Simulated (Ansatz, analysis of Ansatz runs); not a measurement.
# Migration barrier of interstitial H in bcc Ta, hop from a tetrahedral to the next tetrahedral site (PBEsol), part 2 of 2

Subject: interstitial H in bcc Ta, hop from a tetrahedral to the next tetrahedral site. Wanted: its migration barrier, in one set-up (PBEsol, 32-site cell, PBEsol lattice, 420 eV, k: 4x4x4 Gamma-centred). The model is a cell of 32 host atoms with 1 H put in. The barrier is the energy of the highest image of a climbing band over the relaxed site that the atom leaves. A local or semilocal functional is the cheapest first rung.

Ansatz 0.2.0; PBEsol, 32-site cell, PBEsol lattice, 420 eV, k: 4x4x4 Gamma-centred.

So far: Starting point; Relaxation, charge 0.

## Step 3: Nudged elastic band

A band of images joins the two ends; its highest image climbs to the saddle, whose energy over the site left is the barrier.

This step: plane-wave PAW DFT, PBEsol; nudged elastic band between two relaxed defect structures at fixed charge.

neb/input.yaml reads:

```yaml
crystal:
  lattice:
    - [0.0, 6.56410046, 6.56410046]
    - [6.56410046, 0.0, 6.56410046]
    - [6.56410046, 6.56410046, 0.0]
  atoms:
    - { symbol: Ta, position: [-0.000169293, -0.000271462, 0.000271462] }
    - { symbol: Ta, position: [0.123823451, 0.123999563, 0.12679406] }
    - { symbol: Ta, position: [0.250382926, 0.248823451, 0.248999563] }
    - { symbol: Ta, position: [0.376585201, 0.373414799, 0.367865881] }
    - { symbol: Ta, position: [-0.001000437, 0.00179406, 0.500382926] }
    - { symbol: Ta, position: [0.124682029, 0.124701868, 0.625771773] }
    - { symbol: Ta, position: [0.248414799, 0.242865881, 0.757134119] }
    - { symbol: Ta, position: [0.375800838, 0.374199162, 0.876202954] }
    - { symbol: Ta, position: [-0.000298132, 0.500771773, -0.00015567] }
    - { symbol: Ta, position: [0.124934643, 0.625065357, 0.124581888] }
    - { symbol: Ta, position: [0.249199162, 0.751202954, 0.248797046] }
    - { symbol: Ta, position: [0.375771773, 0.87484433, 0.374682029] }
    - { symbol: Ta, position: [-0.001202954, 0.500800838, 0.499199162] }
    - { symbol: Ta, position: [0.117865881, 0.632134119, 0.626585201] }
    - { symbol: Ta, position: [0.249228227, 0.750298132, 0.750317971] }
    - { symbol: Ta, position: [0.374617074, 0.87320594, 0.876000437] }
    - { symbol: Ta, position: [0.500065357, -0.000418112, 0.000418112] }
    - { symbol: Ta, position: [0.625169293, 0.124830707, 0.124728538] }
    - { symbol: Ta, position: [0.74984433, 0.249682029, 0.249701868] }
    - { symbol: Ta, position: [0.87679406, 0.375382926, 0.373823451] }
    - { symbol: Ta, position: [0.500317971, 0.00015567, 0.499228227] }
    - { symbol: Ta, position: [0.626202954, 0.123797046, 0.625800838] }
    - { symbol: Ta, position: [0.750418112, 0.249934643, 0.750065357] }
    - { symbol: Ta, position: [0.87515567, 0.374228227, 0.875298132] }
    - { symbol: Ta, position: [0.501176549, 0.499617074, -0.00179406] }
    - { symbol: Ta, position: [0.625298132, 0.625317971, 0.12515567] }
    - { symbol: Ta, position: [0.750271462, 0.750169293, 0.249830707] }
    - { symbol: Ta, position: [0.874581888, 0.875418112, 0.374934643] }
    - { symbol: Ta, position: [0.507134119, 0.501585201, 0.498414799] }
    - { symbol: Ta, position: [0.626000437, 0.626176549, 0.624617074] }
    - { symbol: Ta, position: [0.74820594, 0.751000437, 0.751176549] }
    - { symbol: Ta, position: [0.874728538, 0.875271462, 0.875169293] }
    - { symbol: H, position: [0.3125, 0.4375, 0.5625] }
basis:
  ecutwfc: 420
  xc_grid: 2
hamiltonian:
  xc: pbesol
kpoints:
  mp_grid: { grid: [4, 4, 4] }
scf:
  occupations: { method: methfessel_paxton, width: 0.1 }
  max_iter: 120
output:
  forces: true
neb:
  images: 3
  f_tol: 0.04
  climbing: true
  initial_path: idpp
  max_iterations: 45
  order_check: false
  final_atoms:
    - { symbol: Ta, position: [6.1946e-05, -0.000407799, 0.000407799] }
    - { symbol: Ta, position: [0.125510251, 0.124009859, 0.126783753] }
[... 1 atom line left out ...]
    - { symbol: Ta, position: [0.382261437, 0.373425111, 0.367855572] }
[... 1 atom line left out ...]
    - { symbol: Ta, position: [0.124326488, 0.123807356, 0.625790521] }
    - { symbol: Ta, position: [0.251712513, 0.242876187, 0.757123813] }
    - { symbol: Ta, position: [0.375445281, 0.374238541, 0.875287823] }
[... 2 atom lines left out ...]
    - { symbol: Ta, position: [0.250928145, 0.751213259, 0.248786741] }
[... 1 atom line left out ...]
    - { symbol: Ta, position: [-0.007006804, 0.501595504, 0.498404496] }
    - { symbol: Ta, position: [0.12354212, 0.632144428, 0.626574889] }
[... 4 atom lines left out ...]
    - { symbol: Ta, position: [0.751921376, 0.24883376, 0.248989245] }
[... 1 atom line left out ...]
    - { symbol: Ta, position: [0.500425446, 0.00016598, 0.499217926] }
    - { symbol: Ta, position: [0.624971644, 0.124712177, 0.625761459] }
[... 6 atom lines left out ...]
    - { symbol: Ta, position: [0.501330267, 0.500811136, 0.499188864] }
[... 3 atom lines left out ...]
    - { symbol: H, position: [0.187627316, 0.437510307, 0.562489693] }
```

Command:

```bash
$ ansatz run input.yaml --threads 4 --pin off --max-ram 14131MiB --backend cpu --events-out ev --progress --plain --runs-dir out
```

Numbers of over 12 decimals in the logs are rounded to 6 here.

The log of the run:

```text
[...]
Warning: neb: disabling space-group detection — the band's intermediate images generally break the endpoint symmetry, so no spatial operation reduces the k-mesh or symmetrises the density, except that a semilocal band can use its path's symmetry ahead of [...]
[...]
NEB image 0
Crystal: 33 atoms, lattice volume = 565.660 Å³
Basis set: ecut = 420 eV, 11017 PW (Γ), exchange–correlation on 128×128×128 points (8 copies of the dense FFT grid, shifted against one another)
Bands: 251, of which v1, the nominal top of the filled ones, is band 209 counted from 1 (208 counted from 0)
Symmetry: 1 space group operations
k-points: 36 of 64 (time reversal used)
[...]
SCF iter   1: F=—  HF=-313824.136962 eV  |F-HF|=—  |Δ(HF+E_count)|=         —  Δρ=3.19e-3  dr2=2.02e-1  ethr=1.77e-3  ⟨swp⟩=5.8  Hψ=36039  notcnv=0  defer=56
[...]
SCF iter   7: F=-313824.118377 eV  HF=-313824.118377 eV  |F-HF|=4.65e-8  |Δ(HF+E_count)|=   5.33e-8  S|Δr|=    0.00e0  Δρ=2.10e-6  dr2=5.56e-8  ethr=2.40e-11  ⟨swp⟩=4.0  Hψ=27328  notcnv=0
SCF 1 converged in 7 iterations: F = -313824.118377 eV  dr2 = 5.56e-8
[...]
NSCF: frozen V_eff on 36 k-points
NEB image 4
SCF iter   1: F=—  HF=-313824.136863 eV  |F-HF|=—  |Δ(HF+E_count)|=         —  Δρ=3.19e-3  dr2=2.02e-1  ethr=1.77e-3  ⟨swp⟩=6.0  Hψ=35992  notcnv=0  defer=52
[...]
SCF iter   7: F=-313824.118377 eV  HF=-313824.118377 eV  |F-HF|=4.61e-8  |Δ(HF+E_count)|=   5.15e-8  S|Δr|=    0.00e0  Δρ=2.11e-6  dr2=5.54e-8  ethr=2.40e-11  ⟨swp⟩=4.0  Hψ=27331  notcnv=0
SCF 2 converged in 7 iterations: F = -313824.118377 eV  dr2 = 5.54e-8
[...]
NEB end point (image 0): max|allowed force component| = 1.683e-2 eV/Å (the criterion of neb.relax_end_points is 1.000e-2)
NEB end point (image 4): max|allowed force component| = 1.682e-2 eV/Å (the criterion of neb.relax_end_points is 1.000e-2)
NEB image 1
SCF iter   1: F=—  HF=-313823.979865 eV  |F-HF|=—  |Δ(HF+E_count)|=         —  Δρ=3.16e-3  dr2=1.80e-1  ethr=1.77e-3  ⟨swp⟩=6.0  Hψ=35836  notcnv=0  defer=59
[...]
SCF iter   7: F=-313823.963180 eV  HF=-313823.963180 eV  |F-HF|=4.43e-8  |Δ(HF+E_count)|=   4.48e-8  S|Δr|=    0.00e0  Δρ=2.03e-6  dr2=5.26e-8  ethr=2.40e-11  ⟨swp⟩=4.0  Hψ=27316  notcnv=0
SCF 3 converged in 7 iterations: F = -313823.963180 eV  dr2 = 5.26e-8
NEB image 2
SCF iter   1: F=—  HF=-313823.847646 eV  |F-HF|=—  |Δ(HF+E_count)|=         —  Δρ=3.18e-3  dr2=1.70e-1  ethr=1.77e-3  ⟨swp⟩=6.3  Hψ=36230  notcnv=0  defer=67
[...]
SCF iter   7: F=-313823.830130 eV  HF=-313823.830130 eV  |F-HF|=3.93e-8  |Δ(HF+E_count)|=   4.40e-8  S|Δr|=    0.00e0  Δρ=1.90e-6  dr2=4.69e-8  ethr=2.40e-11  ⟨swp⟩=4.0  Hψ=27295  notcnv=0
SCF 4 converged in 7 iterations: F = -313823.830130 eV  dr2 = 4.69e-8
NEB image 3
SCF iter   1: F=—  HF=-313823.980615 eV  |F-HF|=—  |Δ(HF+E_count)|=         —  Δρ=3.17e-3  dr2=1.81e-1  ethr=1.77e-3  ⟨swp⟩=6.1  Hψ=36173  notcnv=0  defer=55
[...]
SCF iter   7: F=-313823.963180 eV  HF=-313823.963180 eV  |F-HF|=3.63e-8  |Δ(HF+E_count)|=   4.49e-8  S|Δr|=    0.00e0  Δρ=1.86e-6  dr2=4.35e-8  ethr=2.40e-11  ⟨swp⟩=4.0  Hψ=27321  notcnv=0
SCF 5 converged in 7 iterations: F = -313823.963180 eV  dr2 = 4.35e-8
NEB iter   1: max|band force component| = 6.505e-1 eV/Å  barrier→ = 0.2882 eV  barrier← = 0.2882 eV  Δτ_max = 0.1889 Å  (35 SCF iters)
NEB image 1
[...]
SCF iter   8: F=-313823.831834 eV  HF=-313823.831834 eV  |F-HF|=1.14e-8  |Δ(HF+E_count)|=   6.10e-8  S|Δr|=    0.00e0  Δρ=1.38e-6  dr2=1.66e-8  ethr=2.40e-11  ⟨swp⟩=4.0  Hψ=27240  notcnv=0
SCF 6 converged in 8 iterations: F = -313823.831834 eV  dr2 = 1.66e-8
NEB image 2
[...]
SCF iter   1: F=—  HF=-313823.813094 eV  |F-HF|=—  |Δ(HF+E_count)|=         —  Δρ=9.64e-3  dr2=1.96e0  ethr=4.13e-4  ⟨swp⟩=2.8  Hψ=39593  notcnv=0  defer=4
eigensolver tolerance schedule calibrated: the retry pair's looser diagonalisation under-reported the residual by θ = 0.12 (0.14/decade); [...]
SCF iter   2: F=—  HF=-313823.637966 eV  |F-HF|=—  |Δ(HF+E_count)|=   1.75e-1  S|Δr|=    0.00e0  Δρ=4.75e-3  dr2=2.45e-1  ethr=2.49e-4  ⟨swp⟩=2.3  Hψ=11931  notcnv=0
[...]
SCF iter   8: F=-313823.590474 eV  HF=-313823.590474 eV  |F-HF|=5.59e-9  |Δ(HF+E_count)|=   9.98e-8  S|Δr|=    0.00e0  Δρ=1.25e-6  dr2=9.83e-9  ethr=1.27e-11  ⟨swp⟩=3.0  Hψ=30965  notcnv=0
SCF 7 converged in 8 iterations: F = -313823.590474 eV  dr2 = 9.83e-9
NEB image 3
[...]
SCF iter   8: F=-313823.831835 eV  HF=-313823.831835 eV  |F-HF|=1.15e-8  |Δ(HF+E_count)|=   6.16e-8  S|Δr|=    0.00e0  Δρ=1.39e-6  dr2=1.69e-8  ethr=2.40e-11  ⟨swp⟩=4.0  Hψ=27252  notcnv=0
SCF 8 converged in 8 iterations: F = -313823.831835 eV  dr2 = 1.69e-8
NEB iter   2: max|band force component| = 1.829e0 eV/Å  barrier→ = 0.5279 eV  barrier← = 0.5279 eV  Δτ_max = 0.0953 Å  (24 SCF iters)
NEB image 1
[...]
SCF iter   8: F=-313824.026331 eV  HF=-313824.026331 eV  |F-HF|=6.05e-9  |Δ(HF+E_count)|=   3.43e-8  S|Δr|=    0.00e0  Δρ=1.04e-6  dr2=8.91e-9  ethr=2.40e-11  ⟨swp⟩=4.0  Hψ=27280  notcnv=0
SCF 9 converged in 8 iterations: F = -313824.026331 eV  dr2 = 8.91e-9
NEB image 2
[...]
SCF iter   8: F=-313823.892609 eV  HF=-313823.892609 eV  |F-HF|=4.71e-9  |Δ(HF+E_count)|=   3.20e-8  S|Δr|=    0.00e0  Δρ=9.66e-7  dr2=7.26e-9  ethr=2.40e-11  ⟨swp⟩=4.0  Hψ=26003  notcnv=0
SCF 10 converged in 8 iterations: F = -313823.892609 eV  dr2 = 7.26e-9
NEB image 3
[...]
SCF iter   8: F=-313824.026331 eV  HF=-313824.026331 eV  |F-HF|=5.94e-9  |Δ(HF+E_count)|=   3.44e-8  S|Δr|=    0.00e0  Δρ=1.04e-6  dr2=8.79e-9  ethr=2.40e-11  ⟨swp⟩=4.0  Hψ=27269  notcnv=0
SCF 11 converged in 8 iterations: F = -313824.026331 eV  dr2 = 8.79e-9
NEB iter   3: max|band force component| = 5.285e-1 eV/Å  barrier→ = 0.2258 eV  barrier← = 0.2258 eV  Δτ_max = 0.0395 Å  (24 SCF iters)
[...]
NEB iter   4: max|band force component| = 6.498e-2 eV/Å  barrier→ = 0.1853 eV  barrier← = 0.1853 eV  CI = image 2  Δτ_max = 0.0125 Å  (19 SCF iters)
NEB image 1
[...]
SCF iter   5: F=-313824.031358 eV  HF=-313824.031358 eV  |F-HF|=4.59e-8  |Δ(HF+E_count)|=   1.30e-7  S|Δr|=    0.00e0  Δρ=4.49e-6  dr2=8.91e-8  ethr=2.40e-11  ⟨swp⟩=3.7  Hψ=33310  notcnv=0
SCF 15 converged in 5 iterations: F = -313824.031358 eV  dr2 = 8.91e-8
NEB image 2
[...]
SCF iter   6: F=-313823.934861 eV  HF=-313823.934861 eV  |F-HF|=3.12e-8  |Δ(HF+E_count)|=   4.46e-8  S|Δr|=    0.00e0  Δρ=1.33e-6  dr2=3.46e-8  ethr=2.40e-11  ⟨swp⟩=4.7  Hψ=28202  notcnv=0
SCF 16 converged in 6 iterations: F = -313823.934861 eV  dr2 = 3.46e-8
NEB image 3
[...]
SCF iter   5: F=-313824.031358 eV  HF=-313824.031358 eV  |F-HF|=4.60e-8  |Δ(HF+E_count)|=   1.30e-7  S|Δr|=    0.00e0  Δρ=4.49e-6  dr2=8.93e-8  ethr=2.40e-11  ⟨swp⟩=3.7  Hψ=33577  notcnv=0
SCF 17 converged in 5 iterations: F = -313824.031358 eV  dr2 = 8.93e-8
NEB image 1
[...]
NEB image 3
[...]
NEB image 2
[...]
NEB iter   5: max|band force component| = 1.136e-2 eV/Å  barrier→ = 0.1835 eV  barrier← = 0.1835 eV  CI = image 2  Δτ_max = 0.0000 Å  (16 SCF iters)
SCF converged after 6 iterations
[...]
Free energy (F): -313823.934861 eV
[...]
Internal energy: -313823.926741 eV  (E = F + TS)
E sigma→0 (E₀):  -313823.932831 eV
Entropy (-TS):   -0.008120 eV (-0.246 meV/atom)
Fermi energy:    18.905839 eV
[...]
--- Forces (eV/Å), atoms counted from 1 ---
  atom   1  Ta    -0.00015571    -0.00244397    -0.00305684
  atom   2  Ta    -0.00157723     0.00486369    -0.00486318
  [... 1 atom left out ...]
  atom   4  Ta     0.01136096     0.00730908    -0.00730972
  [... 2 atoms left out ...]
  atom   7  Ta    -0.00030667    -0.00783070     0.00783111
  atom   8  Ta    -0.00035649    -0.00316460     0.00152342
  [... 2 atoms left out ...]
  atom  11  Ta    -0.00002356     0.00111083    -0.00111182
  [... 1 atom left out ...]
  atom  13  Ta     0.00004692    -0.00307100    -0.00272004
  atom  14  Ta    -0.00884013     0.00663745    -0.00663742
  [... 4 atoms left out ...]
  atom  19  Ta    -0.00293733    -0.00209243     0.00075668
  [... 2 atoms left out ...]
  atom  22  Ta     0.00037280    -0.00327053     0.00169759
  [... 6 atoms left out ...]
  atom  29  Ta     0.00004671     0.00272057     0.00307053
  [... 3 atoms left out ...]
  atom  33  H     -0.00252912     0.00615956    -0.00615947
  max |Σ_I F_I| component: 4.32e-6 eV/Å
--- Band table (eV; the first three rows and the last of 36) ---
[...]
[... further k-points left out ...]
this run last wrote the band of iteration 5 to <dir>
--- NEB band (5 images, 5 band iterations, 118 SCF iterations) ---
  forward barrier  = 0.183516 eV
  backward barrier = 0.183516 eV
  lagrangian_above_aufbau_ev (what the smearing adds, to first order; not taken off the barriers): saddle image -0.008848 eV, end points -0.010115 and -0.010115 eV
  climbing image's point = of an order that was not read
  energies are F+E_penalty+E_count in eV, relative to image 0
  image     s (Å)  Δ vs image 0  max|band force component| (eV/Å)
      0    0.0000      0.000000                                 —
      1    0.3045      0.087019                          7.508e-3
  *   2    0.6089      0.183516                          1.136e-2
      3    0.9133      0.087019                          7.507e-3
      4    1.2179     -0.000000                                 —
  climbing-image geometry (image 2):
  cell:  # Å, volume = 565.6602 Å³
    - [0.0, 6.56410046, 6.56410046]
    - [6.56410046, 0.0, 6.56410046]
    - [6.56410046, 6.56410046, 0.0]
  atoms:
    - { symbol: Ta, position: [0.001482, -0.000492, 0.000497] }
    - { symbol: Ta, position: [0.124220, 0.124175, 0.127513] }
    - { symbol: Ta, position: [0.251229, 0.248069, 0.248587] }
    - { symbol: Ta, position: [0.384322, 0.369354, 0.362129] }
    - { symbol: Ta, position: [-0.002392, 0.004038, 0.500872] }
    - { symbol: Ta, position: [0.125102, 0.125067, 0.625437] }
    - { symbol: Ta, position: [0.250062, 0.243037, 0.756966] }
    - { symbol: Ta, position: [0.375027, 0.374566, 0.874928] }
    - { symbol: Ta, position: [-0.001548, 0.500874, 0.002349] }
    - { symbol: Ta, position: [0.124960, 0.624513, 0.126050] }
    - { symbol: Ta, position: [0.250064, 0.750758, 0.249242] }
    - { symbol: Ta, position: [0.375164, 0.873950, 0.375490] }
    - { symbol: Ta, position: [0.000707, 0.500080, 0.499916] }
    - { symbol: Ta, position: [0.115815, 0.637852, 0.630645] }
    - { symbol: Ta, position: [0.248887, 0.751413, 0.751929] }
    - { symbol: Ta, position: [0.375903, 0.872494, 0.875827] }
    - { symbol: Ta, position: [0.498640, -0.000492, 0.000497] }
    - { symbol: Ta, position: [0.626850, 0.122703, 0.123724] }
    - { symbol: Ta, position: [0.752241, 0.248069, 0.248587] }
    - { symbol: Ta, position: [0.874116, 0.376145, 0.375750] }
    - { symbol: Ta, position: [0.501674, -0.002353, 0.499133] }
    - { symbol: Ta, position: [0.624522, 0.125067, 0.625437] }
    - { symbol: Ta, position: [0.750064, 0.249888, 0.750111] }
    - { symbol: Ta, position: [0.875606, 0.374566, 0.874928] }
    - { symbol: Ta, position: [0.502523, 0.499146, -0.004065] }
    - { symbol: Ta, position: [0.624605, 0.624513, 0.126050] }
    - { symbol: Ta, position: [0.750061, 0.748609, 0.251396] }
    - { symbol: Ta, position: [0.875523, 0.873950, 0.375490] }
    - { symbol: Ta, position: [0.499425, 0.500080, 0.499916] }
    - { symbol: Ta, position: [0.626013, 0.624249, 0.623853] }
    - { symbol: Ta, position: [0.747898, 0.751413, 0.751929] }
    - { symbol: Ta, position: [0.873277, 0.876275, 0.877297] }
    - { symbol: H, position: [0.250056, 0.446095, 0.553920] }
```

Run time: 60 min. Hardware: 4 threads of Arm Neoverse V1, shared host; peak memory 11 GiB.

Images along the path:

| image | path (Å) | energy (eV) | H33: x, y, z (Å) |
| --- | --- | --- | --- |
| 0 | 0.000 | 0.0000 | 6.564, 5.744, 4.923 |
| 1 | 0.305 | 0.0870 | 6.564, 5.499, 4.778 |
| 2 | 0.609 | 0.1835 | 6.564, 5.277, 4.570 |
| 3 | 0.913 | 0.0870 | 6.564, 5.069, 4.348 |
| 4 | 1.218 | 0.0000 | 6.564, 4.924, 4.103 |

This step gave:

```
free energy      : -313823.9349 eV
smearing term TS : 0.008120 eV
barrier forward  : 0.1835 eV
barrier backward : 0.1835 eV
```

## Step 4: Summary of results

| Quantity | Value |
| --- | --- |
| migration barrier (saddle less minimum) | 0.18 eV |
| energy difference of the two ends | 0.00 eV |
| length of the hop | 1.16 Å |
| time of the whole chain | 70 min on 4 threads |

**Reading.** Migration barrier: computed 0.18 eV, measured 0.152 eV; 0.03 eV above the measurement. The measured number is an Arrhenius activation energy of long-range diffusion; for H it holds zero-point energy and, in bcc metals near room temperature, tunnelling. One hop between neighbouring sites is computed at the host's lattice.

[Logs are printed without paths, hosts, clocks, repeated set-up lines and the standing remarks that a program may print on its own settings, such as how far it seeks lower states.]

[Hosts, paths, dates, database ids (printed as entryN), source tags and the programs' standing remarks are cut or masked in the printed files.]

[For some hosts the program warned that the k-mesh of the response run may be too coarse for force constants and the static dielectric constant; such warnings are not shown here.]
